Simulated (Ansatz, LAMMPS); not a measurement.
## Relaxing amorphous polyisobutylene (as short chains C22H46), from a frame at 500 K (204 atoms)

How does amorphous polyisobutylene (as short chains C22H46), from a frame at 500 K (204 atoms) relax, and what do bonds, charges and levels look like afterwards?

Calculated with Ansatz 0.2.0; Kohn-Sham DFT, PBE+D4, PAW (set soft_2), plane waves.

## 1. The structure

The cell holds 204 atoms: 66 C and 138 H. Cell: a = 12.576 Å, b = 12.576 Å, c = 12.576 Å, α = 90.0°, β = 90.0°, γ = 90.0°. 3 polyisobutylene chains of 5 units with methyl end groups placed at random, at 0.778 g/cm³; overlaps pushed apart, then 20 ps at 800 K with MMFF94 bonds, angles, torsions, charges and radii (Halgren, J. Comput. Chem. 17, 490 (1996)) in harmonic and 12-6 forms. Snapshot after 30 ps at 500 K and fixed volume.

Before any run, some limits are plain. The network of contacts between molecules at the start is that of the classical potential that made the cell. The density was typed from a rule of thumb and may lie off the real one at this temperature. Only the Γ point is sampled, in a cell whose shortest periodic width is 13 Å.

## 2. Single point at the start

The forces at the start show how far the geometry lies from a minimum of this functional.

Input file input.yaml:

```yaml
crystal:
  lattice:
    - [12.57579, 0.0, 0.0]
    - [0.0, 12.57579, 0.0]
    - [0.0, 0.0, 12.57579]
  atoms:
    - { symbol: C, position: [0.59311, 0.97725, 0.23099] }
    - { symbol: C, position: [0.62479, 0.94234, 0.11998] }
    - { symbol: C, position: [0.55127, 0.86266, 0.06186] }
    - { symbol: C, position: [0.5896, 0.85732, 0.95204] }
    [... 194 atom lines left out ...]
    - { symbol: H, position: [0.63791, 0.72476, 0.43985] }
    - { symbol: H, position: [0.71048, 0.66434, 0.54612] }
    - { symbol: H, position: [0.58664, 0.60646, 0.49497] }
    - { symbol: H, position: [0.42089, 0.85912, 0.58417] }
    - { symbol: H, position: [0.41055, 0.76855, 0.48566] }
    - { symbol: H, position: [0.52051, 0.86023, 0.47998] }
kpoints:
  mp_grid: { grid: [1, 1, 1] }
hamiltonian:
  xc: pbe
  dispersion: d4
scf:
  occupations: { method: fixed }
output:
  forces: true
  stress: true
  populations: true
  dos:
    method: { smearing: { sigma: 0.15 } }
    de: 0.1
    projected: { site_lists: { C: [C], H: [H] } }
  eigenvalues: true
```

Launch:

```
ansatz run input.yaml --threads 4 --pin off --max-ram 8192MiB --backend cpu --events-out ev --progress --plain --runs-dir out
```

Elapsed: 36 s, on 4 threads of Arm Neoverse V2, shared host; peak memory 2.5 GiB; 2.3 min of CPU time.

Numbers from this run:

```
free energy                                      : -18780.5424 eV
free energy per atom                             : -92.0615 eV/atom
SCF cycles                                       : 9
pressure                                         : 2.503 GPa
r.m.s. force component                           : 1.114 eV/Å
longest force                                    : 6.226 eV/Å
Fermi energy                                     : -1.557 eV
gap (highest filled to lowest empty level) : 4.536 eV
spilling of the projection                       : 0.01092
```

The r.m.s. force component of 1.1 eV/Å and the pressure of 2.5 GPa set the starting point.

Length of the force by element:

```
element  coordination  atoms  mean length of the force (eV/Å)  spread  least  most
      C           all     66                             2.35    1.19  0.260  6.23
      H           all    138                             1.27   0.751  0.218  4.69
```

## 3. Relaxation

The atoms are relaxed in the fixed cell, aiming at the force tolerance of the input.

input.yaml, the sections that differ from step 2:

```yaml
output:
  forces: true
relax:
  f_tol: 0.05
  max_steps: 200
# crystal, kpoints, hamiltonian, scf: as in step 2
```

Run time: 4 min. Hardware: 4 threads; peak memory 2.2 GiB.

The steps of the relaxation:

```
step  energy less that of the first step (eV)  largest force component (eV/Å)
   1                                   0.0000                          5.3208
   2                                 -10.1310                          1.7245
   3                                 -12.5029                          0.3902
   4                                 -13.0232                          0.1754
   5                                 -13.2622                          0.1610
   6                                 -13.3795                          0.1387
   7                                 -13.4427                          0.1922
   8                                 -13.4858                          0.2074
   9                                 -13.5145                          0.0784
  10                                 -13.5348                          0.0797
  11                                 -13.5465                          0.0598
  12                                 -13.5579                          0.0526
  13                                 -13.5645                          0.0534
  14                                 -13.5701                          0.0313
  15                                 -13.5745                          0.0280
  16                                 -13.5777                          0.0259
  17                                 -13.5816                          0.0400
```

The atoms that moved most (Å):

```
atom      dx      dy      dz  length
H160  -0.197  -0.991  -1.052   1.458
H159  -0.351  -1.132  -0.496   1.285
H161  -0.182  -0.844  -0.933   1.271
 H64   0.344   0.992   0.541   1.181
C137  -0.254  -0.863  -0.756   1.176
 H32  -0.237   0.957   0.622   1.166
 H63   0.408   0.801   0.579   1.069
 H65  -0.020   1.025   0.298   1.067
```

The relaxation changed the energy by -66.6 meV/atom, and atoms moved by 0.60 Å r.m.s., 1.5 Å at most.

## 4. Distances and neighbours after relaxation

Bonds before and after, by the cutoffs listed below:

```
pair  bonds before  bonds after  mean before (Å)  mean after (Å)  spread before (Å)  spread after (Å)
 H-C           138          138            1.092           1.099              0.037             0.002
 C-C            63           63            1.543           1.547              0.045             0.012
```

Density 0.778 g/cm³, 9.749 Å³ an atom.

g(r), total and by pair (bins of 0.2 Å):

```
r (Å)  total   H-H   H-C   C-C
 1.00   3.16  0.00  7.20  0.00
 1.20   1.26  0.00  2.88  0.00
 1.40   0.00  0.00  0.00  0.00
 1.60   1.00  0.00  0.00  9.60
 1.80   1.49  3.25  0.00  0.00
 2.00   0.09  0.20  0.00  0.00
 2.20   1.72  0.79  3.10  0.00
 2.40   0.89  1.36  0.13  2.02
 2.60   1.56  1.29  1.43  3.26
 2.80   1.41  0.79  2.27  0.57
 3.00   0.91  0.88  1.15  0.08
 3.20   0.77  0.82  0.52  1.57
 3.40   1.14  0.70  1.65  0.97
 3.60   0.96  1.29  0.79  0.25
 3.80   1.05  1.76  0.49  0.30
 4.00   0.80  0.95  0.61  0.96
 4.20   0.88  0.86  1.05  0.23
 4.40   0.95  0.99  0.96  0.69
 4.60   0.94  0.80  1.02  1.20
 4.80   0.99  0.97  1.04  0.92
 5.00   0.97  1.00  0.99  0.74
 5.20   0.95  1.06  0.88  0.72
 5.40   0.92  0.93  0.95  0.73
 5.60   0.98  0.95  1.00  1.09
 5.80   0.98  0.94  0.98  1.12
 6.00   0.98  0.99  0.95  1.07
 6.20   0.98  1.02  0.95  0.92
```

Bonds by pair of elements; cutoffs follow the first minimum of g(r), held within bounds set by covalent radii, and pairs that aren't listed don't count as bonded:

```
pair A-B  cutoff (Å)  bonds  mean length (Å)  spread (Å)  shortest (Å)  B about A  A about B
     H-C        1.34    138             1.10       0.002          1.09          1       2.09
     C-C        1.85     63             1.55       0.012          1.53       1.91       1.91
```

How many atoms have how many bonded neighbours:

```
element  mean    1   4
      C     4    0  66
      H     1  138   0
```

Bond angles, per cent of each kind in bins of 5°:

```
angle (°)  C-C-H  H-C-H  C-C-C
  100–105    3.0    0.8    8.6
  105–110   39.3   99.2   38.1
  110–115   57.7    0.0   38.1
  115–120    0.0    0.0    3.8
  120–125    0.0    0.0    1.9
  125–130    0.0    0.0    9.5
```

Bond angles (no mean is given where the spread exceeds 20°):

```
angle  count  mean (°)  spread (°)
C-C-H    168       110         2.5
H-C-H    123       107         0.8
C-C-C    105       112         5.9
```

With the cutoffs above, all C atoms have 4 and all H atoms have 1 bonded neighbour. The C-C-H angle averages 110° with a spread of 2°.

## 5. Single point at the relaxed geometry

One more single point at the end of the walk gives the fuller output and checks the residual forces.

Input file input.yaml:

```yaml
crystal:
  lattice:
    - [12.57579, 0.0, 0.0]
    - [0.0, 12.57579, 0.0]
    - [0.0, 0.0, 12.57579]
  atoms:
    - { symbol: C, position: [0.59436, 0.03676, 0.24905] }
    - { symbol: C, position: [0.62307, 0.99132, 0.14017] }
    - { symbol: C, position: [0.54951, 0.9029, 0.09513] }
    - { symbol: C, position: [0.59095, 0.87354, 0.98403] }
    [... 194 atom lines left out ...]
    - { symbol: H, position: [0.65605, 0.70482, 0.42401] }
    - { symbol: H, position: [0.6803, 0.60838, 0.52444] }
    - { symbol: H, position: [0.56569, 0.59852, 0.44242] }
    - { symbol: H, position: [0.41982, 0.83278, 0.56025] }
    - { symbol: H, position: [0.41433, 0.73142, 0.46232] }
    - { symbol: H, position: [0.50395, 0.83892, 0.44697] }
kpoints:
  mp_grid: { grid: [1, 1, 1] }
hamiltonian:
  xc: pbe
  dispersion: d4
scf:
  occupations: { method: fixed }
output:
  forces: true
  stress: true
  populations: true
  dos:
    method: { smearing: { sigma: 0.15 } }
    de: 0.1
    projected: { site_lists: { C: [C], H: [H] } }
  eigenvalues: true
  write_density: true
  write_potential: true
  volumetric_format: npy
  elf: true
```

Run time: 41 s. Hardware: 4 threads; peak memory 2.5 GiB; 2.6 min of CPU time.

The program notes that the exchange-correlation potential is rough where the density is thin.

Read from the output:

```yaml
free_energy: -18794.1240 eV
free_energy_per_atom: -92.1281 eV/atom
scf_cycles: 9
pressure: -0.1381 GPa
r_m_s_force_component: 0.00769 eV/Å
longest_force: 0.04299 eV/Å
fermi_energy: -2.187 eV
spacing_of_highest_filled_and_lowest_empty_level: 5.196 eV
spilling_of_the_projection: 0.01081
```

Löwdin charges by element (they lack the spilled electrons, 0.021 e an atom on average):

```
element  coordination  atoms  mean charge (e)  spread   least    most
      C           all     66           -0.291   0.218  -0.465  0.0984
      H           all    138            0.171  0.0076   0.153   0.191
```

States in the cell by windows of 1 eV, zero at the Fermi level; the larger projections on atomic orbitals stand beside the total:

```
from (eV)  to (eV)  total   C p   H s   C s
      -16      -15    0.0   0.0   0.0   0.0
      -15      -14   12.1   1.3   2.3   8.5
      -14      -13   12.4   2.0   2.1   8.1
      -13      -12    5.5   1.1   0.9   3.4
      -12      -11    6.0   0.8   1.6   3.5
      -11      -10   47.3   8.8  14.8  22.9
      -10       -9   13.0   2.7   3.7   6.4
       -9       -8    5.7   1.5   1.8   2.4
       -8       -7    9.1   4.4   1.9   2.8
       -7       -6   19.4   9.6   4.9   4.6
       -6       -5   10.3   7.0   2.6   0.5
       -5       -4   47.8  33.6  12.3   1.1
       -4       -3   47.0  31.5  14.2   0.8
       -3       -2   67.8  42.2  24.5   0.5
       -2       -1   59.9  41.0  17.9   0.7
       -1        0   37.2  27.8   8.5   0.7
        0        1    1.5   1.2   0.3   0.0
        1        4    0.0   0.0   0.0   0.0
        4        5    0.2   0.0   0.1   0.0
```

With fixed occupations the program's Fermi level is the highest filled level; weight inside the gap is the broadening of levels at its edges.

The levels nearest the highest filled one (over half full), pooled over k-points and spins:

```
level less the highest filled one (eV)  occupation
                                -0.345           2
                                -0.278           2
                                -0.214           2
                               -0.0727           2
                               -0.0224           2
                                     0           2
                                  5.20           0
                                  5.88           0
                                  6.01           0
                                  6.05           0
                                  6.12           0
                                  6.14           0
```

Mean Löwdin charges: C -0.29, H +0.17 e (they miss 1.1 % of the electrons, so they add up to more than the cell's charge). The largest share in the top eV of filled states is C p (75 % of the projected weight), and in the lowest eV of empty states H s (58 % of the projected weight).

1 further run on a deliberately doubtful input is not shown.

## 6. Outcome

| Quantity | Value |
| --- | --- |
| energy change in the relaxation | -66.58 meV/atom |
| r.m.s. displacement | 0.605 Å |
| largest displacement | 1.458 Å |
| free energy per atom | -92.1281 eV/atom |
| pressure | -0.1381 GPa |
| r.m.s. force component | 0.00769 eV/Å |
| gap (highest filled to lowest empty level) | 5.196 eV |
| wall time of the 4 DFT runs, those left out included | 7.3 min |

In words: Relaxation lowers the energy by 66.6 meV/atom and moves atoms by 0.60 Å r.m.s.; the r.m.s. force component goes from 1.1 to 0.0077 eV/Å, the pressure goes from 2.5 to -0.14 GPa, and the gap from 4.54 to 5.20 eV. By the final cutoffs no bond was broken or made. From the first step to the last the energy fell by 13.582 eV, and the largest move was 1.46 Å (H160). The H-C bonds change most in mean length: from 1.092 Å (spread 0.037) to 1.099 Å (spread 0.002). With the cutoffs above, all C atoms have 4 and all H atoms have 1 bonded neighbour. Between filled and empty levels lie 5.20 eV (at Γ alone); a semilocal functional tends to put such gaps too low. In a disordered cell it changes from sample to sample, and tail or defect levels can set it.

What to keep in mind: The network of contacts between molecules at the start is that of the classical potential that made the cell; in DFT atoms moved by 0.60 Å r.m.s.

[Logs are printed without paths, hosts, clocks, repeated set-up lines and the standing remarks that a program may print on its own settings, such as how far it seeks lower states.]

[Hosts, paths, dates, database ids (printed as entryN), source tags and the programs' standing remarks are cut or masked in the printed files.]

[The MMFF94 radii named for the starting cell were scaled by 0.96; in molecules described by MMFF94, hydrogen bound to N, O or S took a small fixed 12-6 site in their place.]
